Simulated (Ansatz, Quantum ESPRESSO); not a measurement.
# HoAl3 (Pm-3m): zone-centre phonons, part 2 of 3

Which modes does HoAl3 (Pm-3m) have at the zone centre?

Quantum ESPRESSO 7.5; DFT PBEsol, scalar-relativistic, plane waves, PseudoDojo norm-conserving, 4f in core pseudopotentials.

So far. Step 2 (A probe with smearing): No gap opens on this mesh, so smearing is kept; the start stands at -0.60 GPa. Step 4 (Self-consistent run for the response): The cell stands at -0.027 GPa, close enough for phonons. The relaxed cell has a = 4.193 Å (conventional setting).

## Step 5: Linear response at Γ

At q = 0 one unit cell holds all displacements; symmetry groups them into irreducible representations that are solved one by one. With smeared occupations no response to a homogeneous field can be asked.

Contents of ph.in:

```
phonons
 &inputph
    prefix='x',
    outdir='./tmp',
    fildyn='g.dyn',
    tr2_ph=1.0d-18,
    alpha_mix(1)=0.4,
    nmix_ph=8,
 /
0.000000000 0.000000000 0.000000000
```

The run is started by

```
$ OMP_NUM_THREADS=1 mpirun -n 4 ph.x -nk 4 -in ph.in > ph.out
```

Log:

```text
[banners, grids, parts of the stress and lines that vanish by symmetry left out]
[banner, memory and clock lines left out]
Program PHONON v.7.5

     ./tmp/x.save/

     IMPORTANT: XC functional enforced from input :
     Exchange-correlation= PBESOL
                           (   1   4  10   8   0   0   0)
     Any further DFT definition will be discarded
     Please, verify this is what you really want

     G-vector sticks info

     Reading collected, re-writing distributed wavefunctions in ./tmp/

     Number and degeneracy of irreps per q-point
       N         xq(1)         xq(2)         xq(3)   N irreps
       1   0.000000000   0.000000000   0.000000000       4
        3   3   3   3

     Calculation of q =    0.0000000   0.0000000   0.0000000

     phonons

     bravais-lattice index     =            1
     lattice parameter (alat)  =       7.9240  a.u.
     unit-cell volume          =     497.5528 (a.u.)^3
     number of atoms/cell      =            4
     number of atomic types    =            2
     kinetic-energy cut-off    =      42.0000  Ry
     charge density cut-off    =     168.0000  Ry
     convergence threshold     =      1.0E-18
     beta                      =       0.4000
     number of iterations used =            8
     Exchange-correlation= PBESOL
                           (   1   4  10   8   0   0   0)

     celldm(1)=    7.92403  celldm(2)=    0.00000  celldm(3)=    0.00000
     celldm(4)=    0.00000  celldm(5)=    0.00000  celldm(6)=    0.00000

     crystal axes: (cart. coord. in units of alat)
               a(1) = (  1.0000  0.0000  0.0000 )
               a(2) = (  0.0000  1.0000  0.0000 )
               a(3) = (  0.0000  0.0000  1.0000 )

     reciprocal axes: (cart. coord. in units 2 pi/alat)
               b(1) = (  1.0000  0.0000  0.0000 )
               b(2) = (  0.0000  1.0000  0.0000 )
               b(3) = (  0.0000  0.0000  1.0000 )

     Atoms inside the unit cell:

     Cartesian axes

     site n.  atom      mass           positions (alat units)
        1  Ho    164.9303   tau(    1) = (    0.00000    0.00000    0.00000  )
        2  Al     26.9815   tau(    2) = (    0.00000    0.50000    0.50000  )
        3  Al     26.9815   tau(    3) = (    0.50000    0.50000    0.00000  )
        4  Al     26.9815   tau(    4) = (    0.50000    0.00000    0.50000  )

     Computing dynamical matrix for
                    q = (   0.0000000   0.0000000   0.0000000 )

     49 Sym.Ops. (with q -> -q+G )

     G cutoff =  267.2036  (  18325 G-vectors)     FFT grid: ( 36, 36, 36)

     number of k points=    35  Marzari-Vanderbilt smearing, width (Ry)=  0.0200
                       cart. coord. in units 2pi/alat
        k(    1) = (   0.0000000   0.0000000   0.0000000), wk =   0.0039062
        k(    2) = (   0.0000000   0.0000000   0.1250000), wk =   0.0234375
        k(    3) = (   0.0000000   0.0000000   0.2500000), wk =   0.0234375
        [... further k-points left out ...]

     PseudoPot. # 1 for Ho read from file:
     ./pseudo/Ho.upf
     Pseudo is Norm-conserving + core correction, Zval = 11.0
     Using radial grid of 1866 points,  7 beta functions with:
                l(1) =   0
                l(2) =   0
                l(3) =   1
                l(4) =   1
                l(5) =   2
                l(6) =   2
                l(7) =   3

     PseudoPot. # 2 for Al read from file:
     ./pseudo/Al.upf
     Pseudo is Norm-conserving + core correction, Zval =  3.0
     Using radial grid of 1876 points,  6 beta functions with:
                l(1) =   0
                l(2) =   0
                l(3) =   1
                l(4) =   1
                l(5) =   2
                l(6) =   2

     Mode symmetry, O_h (m-3m)  point group:

     Atomic displacements:
     There are    4 irreducible representations

     Representation     1      3 modes -  To be done

     Representation     2      3 modes -  To be done

     Representation     3      3 modes -  To be done

     Representation     4      3 modes -  To be done

     Alpha used in Ewald sum =   1.6000

     Representation #   1 modes #   1   2   3

     Self-consistent Calculation
      thresh= 1.000E-02 alpha_mix =  0.400 |ddv_scf|^2 =  4.602E-08
      thresh= 2.145E-05 alpha_mix =  0.400 |ddv_scf|^2 =  3.321E-10
      thresh= 1.822E-06 alpha_mix =  0.400 |ddv_scf|^2 =  1.051E-10
      thresh= 1.025E-06 alpha_mix =  0.400 |ddv_scf|^2 =  1.465E-12
      thresh= 1.210E-07 alpha_mix =  0.400 |ddv_scf|^2 =  4.145E-14
      thresh= 2.036E-08 alpha_mix =  0.400 |ddv_scf|^2 =  1.022E-15
      thresh= 3.198E-09 alpha_mix =  0.400 |ddv_scf|^2 =  1.181E-16
      thresh= 1.087E-09 alpha_mix =  0.400 |ddv_scf|^2 =  1.675E-18
      thresh= 1.294E-10 alpha_mix =  0.400 |ddv_scf|^2 =  1.118E-20

     End of self-consistent calculation

     Convergence has been achieved

     Representation #   2 modes #   4   5   6

     Self-consistent Calculation
      thresh= 1.000E-02 alpha_mix =  0.400 |ddv_scf|^2 =  4.871E-08
      thresh= 2.207E-05 alpha_mix =  0.400 |ddv_scf|^2 =  4.051E-10
      thresh= 2.013E-06 alpha_mix =  0.400 |ddv_scf|^2 =  1.126E-10
      thresh= 1.061E-06 alpha_mix =  0.400 |ddv_scf|^2 =  5.586E-12
      thresh= 2.363E-07 alpha_mix =  0.400 |ddv_scf|^2 =  1.016E-14
[...]
End of self-consistent calculation

     Convergence has been achieved

     Representation #   3 modes #   7   8   9

     Self-consistent Calculation
[...]
End of self-consistent calculation

     Convergence has been achieved

     Representation #   4 modes #  10  11  12

     Self-consistent Calculation
[...]
thresh= 3.820E-06 alpha_mix =  0.400 |ddv_scf|^2 =  3.792E-10
      thresh= 1.947E-06 alpha_mix =  0.400 |ddv_scf|^2 =  1.751E-11
      thresh= 4.185E-07 alpha_mix =  0.400 |ddv_scf|^2 =  2.856E-13
      thresh= 5.344E-08 alpha_mix =  0.400 |ddv_scf|^2 =  5.772E-15
      thresh= 7.598E-09 alpha_mix =  0.400 |ddv_scf|^2 =  1.398E-16
      thresh= 1.183E-09 alpha_mix =  0.400 |ddv_scf|^2 =  8.520E-18
      thresh= 2.919E-10 alpha_mix =  0.400 |ddv_scf|^2 =  1.035E-20

     End of self-consistent calculation

     Convergence has been achieved

     Number of q in the star =    1
     List of q in the star:
          1   0.000000000   0.000000000   0.000000000

     Diagonalizing the dynamical matrix

     q = (    0.000000000   0.000000000   0.000000000 )

 **************************************************************************
     freq (    1) =      -0.111202 [THz] =      -3.709313 [cm-1]
     freq (    2) =      -0.111202 [THz] =      -3.709313 [cm-1]
     freq (    3) =      -0.111202 [THz] =      -3.709313 [cm-1]
     freq (    4) =       5.476256 [THz] =     182.668222 [cm-1]
     freq (    5) =       5.476256 [THz] =     182.668222 [cm-1]
     freq (    6) =       5.476256 [THz] =     182.668222 [cm-1]
     freq (    7) =       7.634293 [THz] =     254.652616 [cm-1]
     freq (    8) =       7.634293 [THz] =     254.652616 [cm-1]
     freq (    9) =       7.634293 [THz] =     254.652616 [cm-1]
     freq (   10) =       8.562640 [THz] =     285.618928 [cm-1]
     freq (   11) =       8.562640 [THz] =     285.618928 [cm-1]
     freq (   12) =       8.562640 [THz] =     285.618928 [cm-1]
 **************************************************************************

     Mode symmetry, O_h (m-3m)  point group:

     freq (   1-   3) =         -3.7  [cm-1]   --> T_1u G_15  G_4- I
     freq (   4-   6) =        182.7  [cm-1]   --> T_1u G_15  G_4- I
     freq (   7-   9) =        254.7  [cm-1]   --> T_2u G_25  G_5-
     freq (  10-  12) =        285.6  [cm-1]   --> T_1u G_15  G_4- I
```

Wall time 2.4 min (4 MPI ranks of Arm Neoverse V2, shared host); 9.5 min of CPU time.

This step gave:

| Property | Result |
| --- | --- |
| largest acoustic frequency at the zone centre before the sum rule | -3.71 cm⁻¹ |
| highest optical zone-centre mode (no LO-TO term) | 285.6 cm⁻¹ |
| lowest optical zone-centre mode | 182.7 cm⁻¹ |

The acoustic modes at Γ come out as far as 3.7 cm⁻¹ from zero, where they should vanish, a small numerical error.

## Step 6: Zone-centre analysis

A rigid shift of the crystal must cost nothing, but grids and finite bases break this; the acoustic sum rule is imposed before the matrix is diagonalised again.

Contents of dynmat.in:

```
 &input
    fildyn='g.dyn',
    asr='simple',
    fileig='dynmat.eig',
 /
```

The run is started by

```
$ dynmat.x -in dynmat.in > dynmat.out
```

Log:

```text
[banner, memory and clock lines left out]
Program DYNMAT v.7.5

     Reading Dynamical Matrix from file g.dyn
     ...Force constants read
     ...epsilon and Z* not read (not found on file)
     A direction for q was not specified:TO-LO splitting will be absent

     Polarizability (A^3 units)
     multiply by 1.000000 for Clausius-Mossotti correction
         0.000000    0.000000    0.000000
         0.000000    0.000000    0.000000
         0.000000    0.000000    0.000000

     IR activities are in (D/A)^2/amu units

# mode   [cm-1]    [THz]      IR
    1     -0.00   -0.0000    0.0000
    2     -0.00   -0.0000    0.0000
    3      0.00    0.0000    0.0000
    4    182.69    5.4769    0.0000
    5    182.69    5.4769    0.0000
    6    182.69    5.4769    0.0000
    7    254.66    7.6346    0.0000
    8    254.66    7.6346    0.0000
    9    254.66    7.6346    0.0000
   10    285.63    8.5630    0.0000
   11    285.63    8.5630    0.0000
   12    285.63    8.5630    0.0000

[end of the log left out, with the tail of the file of modes that dynmat.x writes under the same name]
```

Run time: 0.48 s. Hardware: 1 thread.

Unit eigenvectors of the mass-weighted matrix after the sum rule; no LO-TO term. Modes at Γ, with each element's share of the kinetic energy:

| mode | frequency (cm⁻¹) | symmetry | Ho % | Al % |
| --- | --- | --- | --- | --- |
| 1 | 0.0 | acoustic | 67 | 33 |
| 2 | 0.0 | acoustic | 67 | 33 |
| 3 | 0.0 | acoustic | 67 | 33 |
| 4 | 182.7 | T1u | 18 | 82 |
| 5 | 182.7 | T1u | 18 | 82 |
| 6 | 182.7 | T1u | 18 | 82 |
| 7 | 254.7 | T2u | 0 | 100 |
| 8 | 254.7 | T2u | 0 | 100 |
| 9 | 254.7 | T2u | 0 | 100 |
| 10 | 285.6 | T1u | 15 | 85 |
| 11 | 285.6 | T1u | 15 | 85 |
| 12 | 285.6 | T1u | 15 | 85 |

Displacements in mode 5 (182.7 cm⁻¹), the largest set to 1:
```
Ho1  0.00 -0.04 -0.19
Al2  0.01  0.02  0.09
Al3  0.00  0.02  1.00
Al4  0.00  0.19  0.09
```

Displacements in mode 11 (285.6 cm⁻¹), the largest set to 1:
```
Ho1  0.01  0.00 -0.25
Al2  0.01  0.02  1.00
Al3 -0.03  0.02 -0.47
Al4 -0.03 -0.01  1.00
```

The rule moves no optical mode by more than 0.1 cm⁻¹.

## Step 7: Sum rules set otherwise: a sum rule for molecules or wires on a crystal

This rule also removes rotations, which suits molecules and not a crystal; it is tried to see the harm.

Contents of dynmat.in:

```
 &input
    fildyn='g.dyn',
    asr='zero-dim',
    fileig='dynmat.eig',
 /
```

The run is started by

```
$ dynmat.x -in dynmat.in > dynmat.out
```

Log:

```text
[banner, memory and clock lines left out]
Program DYNMAT v.7.5

     Reading Dynamical Matrix from file g.dyn
     ...Force constants read
     ...epsilon and Z* not read (not found on file)
     Acoustic Sum Rule: || Z*(ASR) - Z*(orig)|| =    0.000000E+00
     Acoustic Sum Rule: ||dyn(ASR) - dyn(orig)||=    3.237941E-01
     A direction for q was not specified:TO-LO splitting will be absent

     Polarizability (A^3 units)
     multiply by 1.000000 for Clausius-Mossotti correction
         0.000000    0.000000    0.000000
         0.000000    0.000000    0.000000
         0.000000    0.000000    0.000000

     IR activities are in (D/A)^2/amu units

# mode   [cm-1]    [THz]      IR
    1     -0.00   -0.0000    0.0000
    2     -0.00   -0.0000    0.0000
    3     -0.00   -0.0000    0.0000
    4      0.00    0.0000    0.0000
    5      0.00    0.0000    0.0000
    6      0.00    0.0000    0.0000
    7    182.64    5.4753    0.0000
    8    236.89    7.1017    0.0000
    9    236.89    7.1017    0.0000
   10    285.60    8.5622    0.0000
   11    312.03    9.3543    0.0000
   12    312.03    9.3543    0.0000

   )
[end of the log left out, with the tail of the file of modes that dynmat.x writes under the same name]
```

Wall time 0.48 s (1 thread).

The run ended normally, but on settings that are not sound.

The fault: a sum rule for molecules or wires on a crystal; 3 optical modes are projected out to zero frequency, as if they were rotations.

For a crystal the rule has to be 'simple' or 'crystal'.

Zone-centre frequencies as printed; negative means imaginary. Modes:

```csv
mode,frequency (cm⁻¹)
1,0
2,0
3,0
4,0
5,0
6,0
7,182.6
8,236.9
9,236.9
10,285.6
11,312
12,312
```

(Part 2 of 3 ends here.)

[Host names and launcher messages were left out of these logs when they were recorded.]

[Logs are printed without paths, hosts, clocks, repeated set-up lines and the standing remarks that a program may print on its own settings, such as how far it seeks lower states.]

[Hosts, paths, dates, database ids (printed as entryN), source tags and the programs' standing remarks are cut or masked in the printed files.]
